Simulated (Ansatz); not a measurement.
# Phonon transport in SiC (Moissanite 3C, F-43m)

Wanted: κ(T), lifetimes and mean free paths for SiC (Moissanite 3C).

Measurements to reproduce:
- thermal conductivity 360 W/m/K near room temperature (given in “Combining the AFLOW GIBBS and Elastic Libraries to efficiently and robustly screen thermo-mechanical properties of solids”, 2017, arXiv:1611.05714)

Method: DFT r2SCAN, scalar-relativistic, plane waves, PAW; PAW set soft_1, in Ansatz 0.2.0.

### Step 1. The starting structure

It takes space group F-43m (No. 216, cubic). The conventional cell has a = 4.358 Å, b = 4.358 Å, c = 4.358 Å, α = 90.00°, β = 90.00°, γ = 90.00°. Si has 4 C at 1.89 Å nearest. Nearest to C lie 4 Si at 1.89 Å. Farther neighbours are not listed.

### Step 2. Probe on a coarse mesh

Before spending time, one coarse run tells the gap and the pressure of the starting cell.

input.yaml reads:

```yaml
crystal:
  lattice:
    - [0.0, 2.179, 2.179]
    - [2.179, 0.0, 2.179]
    - [2.179, 2.179, 0.0]
  atoms:
    - { symbol: Si, position: [0.0, 0.0, 0.0] }
    - { symbol: C, position: [0.25, 0.25, 0.25] }
kpoints:
  mp_grid: { grid: [8, 8, 8] }
hamiltonian:
  xc: r2scan
  pseudopotentials: { kind: paw, azcp: { folder: soft_1 } }
scf:
  occupations: { method: gaussian, width: 0.1 }
  lower_state_search: "off"
output:
  forces: true
  stress: true
  eigenvalues: true
```

Launch:

```bash
$ ansatz run input.yaml --threads 18 --pin off --max-ram 92160MiB --backend cuda --events-out ev --progress --plain --runs-dir out --max-vram 78GiB
```

Numbers of over 12 decimals in the logs are rounded to 6 here.

The program printed:

```text
Engine: ansatz 0.2.0, aarch64-unknown-linux-gnu
Pseudopotentials: kind: paw
Pseudopotential: Si, paw, valence charge 4, recommended cutoff 500 eV (meta_gga), soft_1/Si.paw.azcp
Pseudopotential: C, paw, valence charge 4, recommended cutoff 500 eV (meta_gga), soft_1/C.paw.azcp
Functional definition: r2SCAN
  parameter k0 = 0.174
  parameter k1 = 0.065
  parameter a1 = 4.9479
  exchange = r2scan_x(k0 = k0, k1 = k1, a1 = a1)
  correlation = r2scan_c
device memory: the entry about to start is reckoned to put 0.7 GiB on a device that reports 129.8 GiB free (of which the cap on the GPU budget leaves the run 78.0 GiB)
GPU FFT provider: cuFFT
GPU libraries: cuBLAS 13.8.1, cuFFT 12.4.0, cuSOLVER 12.3.2
GPU matrix products: emulated (plane waves: as basis.precision tells), large ones in fixed point in workspaces of 1.00 GiB
Crystal: 2 atoms, lattice volume = 20.692 Å³
Basis set: ecut = 500 eV, 531 PW (Γ), exchange–correlation on 96×96×96 points (64 copies of the dense FFT grid, shifted against one another)
Bands: 8, of which v1, the nominal top of the filled ones, is band 4 counted from 1 (3 counted from 0)
Symmetry: 24 space group operations
Space group: F-43m (ITA 216), of the structure as read, at distance tolerance 2.7e-5 Å
k-points: 29 of 512 (time reversal used)
Non-local potential: Si, projectors of the file, l = 0: 2, l = 1: 2, l = 2: 1
Non-local potential: C, projectors of the file, l = 0: 2, l = 1: 2, l = 2: 1
PAW form: soft (Blöchl's): semilocal exchange-correlation on the pseudo side does not see the compensation charge
PAW frozen core: Si, regenerated for the run's functional (the file was generated under x = pbe(κ = 0.804, μ = 0.219515), c = pbe(β = 0.066725))
PAW frozen core: C, regenerated for the run's functional (the file was generated under x = pbe(κ = 0.804, μ = 0.219515), c = pbe(β = 0.066725))
PAW one-centre angular grid: Si, 302 points (default); XC on 160 Gauss nodes
PAW one-centre angular grid: C, 302 points (default); XC on 219 of its mesh's 2255 points in the sphere
Initial density: superposition of atomic densities (chi_scale 0.1, normalization cell, long waves kept (reshape's long-wave potential 0.00 eV rms))
Initial wavefunctions: pseudopotential atomic-orbital guess
GPU buffer pool allocated for 13824 grid points (all kernels)
GPU transforms: local potential and band sums: pruned to the plane-wave sphere, on 24×24×24
Functional: x = r2scan, c = r2scan; τ floored in thin density (d = 2e-4 eV/Å³)
SCF iter   1: F=-889.697964 eV  HF=-892.423050 eV  |F-HF|=2.73e0  |Δ(HF+E_count)|=         —  Δρ=1.33e-1  dr2=4.51e0  dr2_τ=5.16e-1  ethr=3.10e-3  ⟨swp⟩=6.0  Hψ=1944  notcnv=0
preconditioner: auto → none  [insulator: Δε(μ)=3.255 eV  Ē_g=15.659 eV  σ=0.100 eV  W_gap=1.00  n_scr=0 (ndim 8)  ℏωp=23.1 eV  f_vac=0.000  D(μ)=0.00/eV (n_scr^D=0)  ε∞_Penn≈3.2]
SCF iter   2: F=-891.293854 eV  HF=-891.284129 eV  |F-HF|=9.73e-3  |Δ(HF+E_count)|=    1.14e0  Δρ=4.38e-2  dr2=2.00e-1  dr2_τ=1.02e-1  ethr=3.10e-3  ⟨swp⟩=3.0  Hψ=788  notcnv=0
SCF iter   3: F=-891.327418 eV  HF=-891.319085 eV  |F-HF|=8.33e-3  |Δ(HF+E_count)|=   3.50e-2  Δρ=2.03e-2  dr2=4.47e-2  dr2_τ=1.42e-3  ethr=2.50e-3  ⟨swp⟩=2.0  Hψ=580  notcnv=0
SCF iter   4: F=-891.329211 eV  HF=-891.328699 eV  |F-HF|=5.12e-4  |Δ(HF+E_count)|=   9.61e-3  Δρ=4.09e-3  dr2=1.62e-3  dr2_τ=4.90e-5  ethr=5.59e-4  ⟨swp⟩=2.1  Hψ=357  notcnv=0
SCF iter   5: F=-891.329326 eV  HF=-891.329310 eV  |F-HF|=1.53e-5  |Δ(HF+E_count)|=   6.11e-4  Δρ=6.16e-4  dr2=3.67e-5  dr2_τ=7.92e-7  ethr=2.03e-5  ⟨swp⟩=2.0  Hψ=341  notcnv=0
SCF iter   6: F=-891.329328 eV  HF=-891.329328 eV  |F-HF|=3.73e-8  |Δ(HF+E_count)|=   1.72e-5  Δρ=4.47e-5  dr2=2.50e-7  dr2_τ=4.87e-9  ethr=4.59e-7  ⟨swp⟩=2.0  Hψ=348  notcnv=0
SCF iter   7: F=-891.329328 eV  HF=-891.329328 eV  |F-HF|=8.32e-11  |Δ(HF+E_count)|=   5.66e-8  Δρ=2.00e-6  dr2=7.04e-10  dr2_τ=3.42e-11  ethr=1.25e-9  ⟨swp⟩=6.1  Hψ=1334  notcnv=0
SCF 1 converged in 7 iterations: F = -891.329328 eV  dr2 = 7.04e-10
  greatest PAW one-centre occupation: 0.659 electrons in one spin orbital (limit 2), on the C atom at site 1 (counted from 0), in its partial waves of l = 0
SCF converged after 7 iterations
Free energy (F): -891.329328 eV
Harris-Foulkes:  -891.329328 eV  (|F-HF|=8.32e-11)
Internal energy: -891.329328 eV  (E = F + TS)
E sigma→0 (E₀):  -891.329328 eV
Fermi energy:    10.220805 eV
--- Per-component energies (eV) ---
  E_band       = 25.459470
  E_kinetic    = 133.745228
  E_local      = -95.039381  (includes V_loc(G=0)·N_el)
  E_nonlocal   = 43.959080
  E_hartree    = 32.250186
  E_xc         = -101.434967
  E_vxc        = -117.796808  (∫ρ·V_xc dr)
  E_paw        = -619.924500  (= ΣΔE_a)
  E_vpaw       = -9.383169  (= ΣTr[D̂ρ^β])
  E_aug_tail   = 0.000015  (compensation charges beyond the density's cutoff)
  E_vtau       = 5.474384  (kinetic-family band-sum trace: ∫τ·v_τ [+ j·A + Jᵃ·Aᵃ] dr)
  E_ewald      = -284.783780
  E_core_change = -0.101207  (= ΣΔE_core)
  E_smearing   = -0.000000  (= −TS)
  E_closure    = 0.000000  (closes the sum)
  Σ components = -891.329328   (vs F -891.329328, Δ=0.00e0)
--- Forces (eV/Å), atoms counted from 1 ---
  atom   1  Si     0.00000000    -0.00000000    -0.00000000
  atom   2  C     -0.00000000    -0.00000000     0.00000000
  max |Σ_I F_I| component: 9.25e-17 eV/Å
--- Stress (GPa, compression-positive) ---
       -0.212251       0.000000      -0.000000
       -0.000000      -0.212251       0.000000
       -0.000000       0.000000      -0.212251
  P = ⅓ Tr σ = -0.2123 GPa (-2.123 kbar)
--- Band table (eV; the first three rows and the last of 29) ---
  k-point 0: bands = ["-6.8205", "9.3652", "9.3652", "9.3652", "16.1513", "17.2089", "17.2089", "17.2089"]
  k-point 1: bands = ["-6.5052", "7.8185", "9.1548", "9.1548", "16.3911", "17.5809", "17.5809", "17.8272"]
  k-point 2: bands = ["-5.5855", "4.8905", "8.7289", "8.7289", "15.9022", "17.8363", "17.8363", "19.5076"]
  k-point 28: bands = ["-1.5156", "2.1214", "4.1849", "4.5471", "15.0794", "19.4640", "19.5797", "19.8175"]
```

Wall time 1.3 s (1 × NVIDIA GB200 with 18 threads of Arm Neoverse V2, shared host); peak memory 1.1 GiB; 2.1 s of CPU time.

Numbers from this step:

- pressure: -0.2123 GPa
- gap on the k-mesh: 1.711 eV
- volume per atom: 10.35 Å³/atom

The start is under -0.21 GPa at this level and looks like an insulator or semiconductor on this mesh.

### Step 3. Relaxation

Phonons are second derivatives about a minimum, so cell and atoms are relaxed first, inside the symmetry of the start.

input.yaml, the sections that differ from step 2:

```yaml
kpoints:
  mp_grid: { grid: [10, 10, 10] }
scf:
  occupations: { method: gaussian, width: 0.02 }
  lower_state_search: "off"
relax:
  adjacent_minimum: "off"
  f_tol: 0.005
  max_steps: 80
  cell: { stress_tol: 0.05 }
# crystal, hamiltonian, output: as in step 2
```

The program printed:

```text
[...]
Crystal: 2 atoms, lattice volume = 20.692 Å³
Basis set: ecut = 500 eV, 531 PW (Γ), exchange–correlation on 96×96×96 points (64 copies of the dense FFT grid, shifted against one another)
Bands: 8, of which v1, the nominal top of the filled ones, is band 4 counted from 1 (3 counted from 0)
Symmetry: 24 space group operations
[...]
k-points: 47 of 1000 (time reversal used)
[...]
SCF iter   1: F=-889.699582 eV  HF=-892.423363 eV  |F-HF|=2.72e0  |Δ(HF+E_count)|=         —  Δρ=1.33e-1  dr2=4.51e0  dr2_τ=5.16e-1  ethr=3.10e-3  ⟨swp⟩=6.1  Hψ=3248  notcnv=0
[...]
SCF iter   2: F=-891.294620 eV  HF=-891.285176 eV  |F-HF|=9.44e-3  |Δ(HF+E_count)|=    1.14e0  Δρ=4.38e-2  dr2=2.00e-1  dr2_τ=1.02e-1  ethr=3.10e-3  ⟨swp⟩=3.0  Hψ=1282  notcnv=0
[...]
SCF iter   7: F=-891.330234 eV  HF=-891.330234 eV  |F-HF|=7.98e-11  |Δ(HF+E_count)|=   5.93e-8  Δρ=1.97e-6  dr2=6.85e-10  dr2_τ=3.54e-11  ethr=1.25e-9  ⟨swp⟩=5.5  Hψ=2037  notcnv=0
SCF 1 converged in 7 iterations: F = -891.330234 eV  dr2 = 6.85e-10
[...]
relax step   1: F+E_penalty+E_count = -891.33023442 eV  Δ(F+E_penalty+E_count) = +0.000e0 eV  max|allowed force component| = 3.238e-16 eV/Å  Δτ_max = 0.0000 Å  P = -0.216 GPa  Ω = 20.692 Å³  (7 SCF iters, dr2 threshold 1.00e-7 eV, accepted)
[...]
Crystal: 2 atoms, lattice volume = 20.681 Å³
[...]
iter 1 solved again at ethr=4.69e-8 eV; its pass at ethr=3.10e-3 eV (dr2=3.75e-6 eV) is discarded
[...]
SCF iter   2: F=-891.330248 eV  HF=-891.330248 eV  |F-HF|=1.54e-8  |Δ(HF+E_count)|=   5.83e-8  Δρ=2.45e-5  dr2=8.82e-8  dr2_τ=6.39e-8  ethr=1.46e-9  ⟨swp⟩=3.4  Hψ=1706  notcnv=0
SCF 2 converged in 2 iterations: F = -891.330248 eV  dr2 = 8.82e-8
relax step   2: F+E_penalty+E_count = -891.33024783 eV  Δ(F+E_penalty+E_count) = -1.341e-5 eV  max|allowed force component| = 1.180e-16 eV/Å  Δτ_max = 0.0000 Å  P = -0.097 GPa  Ω = 20.681 Å³  energy of the carried Pulay correction = +2.924e-6 eV  (2 SCF iters, dr2 threshold 1.17e-7 eV, accepted)
[...]
Crystal: 2 atoms, lattice volume = 20.673 Å³
[...]
SCF iter   3: F=-891.330253 eV  HF=-891.330253 eV  |F-HF|=2.38e-9  |Δ(HF+E_count)|=   2.60e-8  Δρ=1.19e-5  dr2=2.27e-8  dr2_τ=1.15e-9  ethr=2.96e-10  ⟨swp⟩=4.1  Hψ=1344  notcnv=0
SCF 3 converged in 3 iterations: F = -891.330253 eV  dr2 = 2.27e-8
relax step   3: F+E_penalty+E_count = -891.33025302 eV  Δ(F+E_penalty+E_count) = -5.191e-6 eV  max|allowed force component| = 1.226e-16 eV/Å  Δτ_max = 0.0000 Å  P = -0.003 GPa  Ω = 20.673 Å³  energy of the carried Pulay correction = +5.316e-6 eV  (3 SCF iters, dr2 threshold 2.37e-8 eV, accepted)
[...]
SCF iter   1: F=-891.330251 eV  HF=-891.330251 eV  |F-HF|=2.62e-9  |Δ(HF+E_count)|=         —  Δρ=1.17e-5  dr2=2.21e-8  dr2_τ=1.16e-9  ethr=2.32e-8  ⟨swp⟩=3.2  Hψ=4498  notcnv=0
[...]
SCF iter   2: F=-891.330251 eV  HF=-891.330251 eV  |F-HF|=1.37e-9  |Δ(HF+E_count)|=   2.05e-9  Δρ=6.15e-6  dr2=5.00e-9  dr2_τ=1.30e-10  ethr=2.76e-10  ⟨swp⟩=2.2  Hψ=494  notcnv=0
[...]
SCF iter   4: F=-891.330251 eV  HF=-891.330251 eV  |F-HF|=3.98e-12  |Δ(HF+E_count)|=  5.81e-11  Δρ=2.67e-7  dr2=6.90e-12  dr2_τ=2.84e-13  ethr=1.00e-12  ⟨swp⟩=4.4  Hψ=1678  notcnv=0
SCF 4 converged in 4 iterations: F = -891.330251 eV  dr2 = 6.90e-12
relax step   4: F+E_penalty+E_count = -891.33025111 eV  Δ(F+E_penalty+E_count) = +1.903e-6 eV  max|allowed force component| = 1.295e-16 eV/Å  Δτ_max = 0.0000 Å  P = -0.003 GPa  Ω = 20.673 Å³  stress off target by 3.16e-3 GPa  SCF on the basis re-selected at this cell (its energy is not comparable with the rows above)  (4 SCF iters)
basis re-selected at this cell: Δ(F+E_penalty+E_count) = +1.903e-6 eV, ΔP = +0.000 GPa vs the last step (what re-selecting the basis moved, of the pressure what is left beyond the Pulay correction that the steps carried, after the strain that the cell walked since its last selection, with what the two solves' SCF thresholds leave and, on support functions, any second-order correction that the steps lacked; it is no m [...]
SCF converged after 4 iterations
Free energy (F): -891.330251 eV
[...]
Internal energy: -891.330251 eV  (E = F + TS)
E sigma→0 (E₀):  -891.330251 eV
Fermi energy:    10.231783 eV
[...]
--- Stress (GPa, compression-positive) ---
       -0.003162       0.000000       0.000000
       -0.000000      -0.003162       0.000000
        0.000000       0.000000      -0.003162
  P = ⅓ Tr σ = -0.0032 GPa (-0.032 kbar)
--- Band table (eV; the first three rows and the last of 47) ---
[...]
--- Relaxed structure (3 steps of the walk, 3 accepted, 1 SCFs on fresh bases) ---
  F+E_penalty+E_count = -891.33025111 eV   max|allowed force component| = 1.295e-16 eV/Å   (the final SCF, on the basis selected at the relaxed cell)
  cell:  # Å, volume = 20.6726 Å³
    - [0, 2.178319, 2.178319]
    - [2.178319, 0, 2.178319]
    - [2.178319, 2.178319, 0]
  atoms:
    - { symbol: Si, position: [0, 0, 0] }
    - { symbol: C, position: [0.25, 0.25, 0.25] }
```

Run time: 4.4 s. Hardware: 1 × NVIDIA GB200 with 18 threads; peak memory 1 GiB.

Little changed from the start: no atom moved by 0.005 Å and no cell edge by 0.1 %.

This step gave:

```yaml
pressure: -0.003162 GPa
volume_per_atom: 10.34 Å³/atom
```

### Step 4. Relaxing to small residual forces and stress

The relaxation is repeated with tighter thresholds on force and stress, since phonons are sensitive to what is left; a change of mesh or smearing in the input moves the cell too.

input.yaml, the sections that differ from step 3:

```yaml
crystal:
  lattice:
    - [0.0, 2.1783189301, 2.1783189301]
    - [2.1783189301, 0.0, 2.1783189301]
    - [2.1783189301, 2.1783189301, 0.0]
  atoms:
    - { symbol: Si, position: [0.0, 0.0, 0.0] }
    - { symbol: C, position: [0.25, 0.25, 0.25] }
kpoints:
  mp_grid: { grid: [12, 12, 12] }
scf:
  occupations: { method: fixed }
  lower_state_search: "off"
relax:
  adjacent_minimum: "off"
  f_tol: 0.001
  max_steps: 60
  cell: { stress_tol: 0.01 }
# hamiltonian, output: as in step 3
```

The program printed:

```text
[...]
GPU FFT provider: cuFFT
GPU libraries: cuBLAS 13.8.1, cuFFT 12.4.0, cuSOLVER 12.3.2
[...]
Crystal: 2 atoms, lattice volume = 20.673 Å³
Basis set: ecut = 500 eV, 531 PW (Γ), exchange–correlation on 96×96×96 points (64 copies of the dense FFT grid, shifted against one another)
[...]
P = ⅓ Tr σ = -0.0038 GPa (-0.038 kbar)
--- Band table (eV; the first three rows and the last of 72) ---
[...]
--- Relaxed structure (1 steps of the walk, 1 accepted, 1 SCFs on fresh bases) ---
[...]
cell:  # Å, volume = 20.6726 Å³
    - [0.0, 2.1783189301, 2.1783189301]
    - [2.1783189301, 0.0, 2.1783189301]
    - [2.1783189301, 2.1783189301, 0.0]
  atoms:
    - { symbol: Si, position: [0.0, 0.0, 0.0] }
    - { symbol: C, position: [0.25, 0.25, 0.25] }
[key lines of the parts left out:]
SCF converged after 4 iterations
Free energy (F): -891.330355 eV
Fermi energy:    9.376102 eV
```

Wall time 3.2 s (1 × NVIDIA GB200 with 18 threads); peak memory 1 GiB; 8.1 s of CPU time.

Little changed from the start: no atom moved by 0.005 Å and no cell edge by 0.1 %.

This step gave:

```
pressure : -0.003784 GPa
```

The residual pressure is -0.0038 GPa, small enough for phonons.

### Step 5. An input with a fault

This input was changed on purpose, to see how the program answers.

input.yaml, the sections that differ from step 4:

```yaml
kpoints:
  mp_grid: { grid: [13, 13, 13] }
scf:
  occupations: { method: fixed }
  lower_state_search: "off"
  max_iter: 100
output:
  eigenvalues: true
phonons:
  supercell: [3, 3, 3]
  dielectric: false
  third_order: { supercell: [3, 3, 3], pair_cutoff: 2.036 }
  lattice_thermal_conductivity:
    qmesh: [13, 13, 13]
    temperatures: [300]
    isotope_mass_variance:
      - { species: C, variance: 7.387e-05 }
      - { species: Si, variance: 0.0002007 }
# crystal, hamiltonian: as in step 4
# relax: removed
```

The program printed:

```text
Error: 6 input errors — fix all and re-run
  1. invalid value for `phonons.supercell`: axis 0: the count 3 must divide kpoints.mp_grid.grid dimension 13 — the displaced supercells solve the k-mesh folded onto them, whose points must be the deck's own; the next dimension that the batch's repeats divide is 15
  2. invalid value for `phonons.supercell`: axis 1: the count 3 must divide kpoints.mp_grid.grid dimension 13 — the displaced supercells solve the k-mesh folded onto them, whose points must be the deck's own; the next dimension that the batch's repeats divide is 15
  3. invalid value for `phonons.supercell`: axis 2: the count 3 must divide kpoints.mp_grid.grid dimension 13 — the displaced supercells solve the k-mesh folded onto them, whose points must be the deck's own; the next dimension that the batch's repeats divide is 15
  4. invalid value for `phonons.third_order.supercell`: axis 0: the count 3 must divide kpoints.mp_grid.grid dimension 13 — the displaced supercells solve the k-mesh folded onto them, whose points must be the deck's own; the next dimension that the batch's repeats divide is 15
  5. invalid value for `phonons.third_order.supercell`: axis 1: the count 3 must divide kpoints.mp_grid.grid dimension 13 — the displaced supercells solve the k-mesh folded onto them, whose points must be the deck's own; the next dimension that the batch's repeats divide is 15
  6. invalid value for `phonons.third_order.supercell`: axis 2: the count 3 must divide kpoints.mp_grid.grid dimension 13 — the displaced supercells solve the k-mesh folded onto them, whose points must be the deck's own; the next dimension that the batch's repeats divide is 15
```

Elapsed: 0.03 s, on 18 threads; peak memory 0.035 GiB.

The program refused the input before any cycle.

The program's message: “Error: 6 input errors — fix all and re-run
  1. invalid value for `phonons.supercell`: axis 0: the count 3 must divide kpoints.mp_grid.grid dimension 13 — the displaced supercells solve the k-mesh fol …”

The fault put into the input: a k mesh that the supercell doesn't divide.

(Continued in part 2 of 3.)

[Logs are printed without paths, hosts, clocks, repeated set-up lines and the standing remarks that a program may print on its own settings, such as how far it seeks lower states.]

[Hosts, paths, dates, database ids (printed as entryN), source tags and the programs' standing remarks are cut or masked in the printed files.]

[A step with changed settings may run another functional than the one named; its input shows which.]
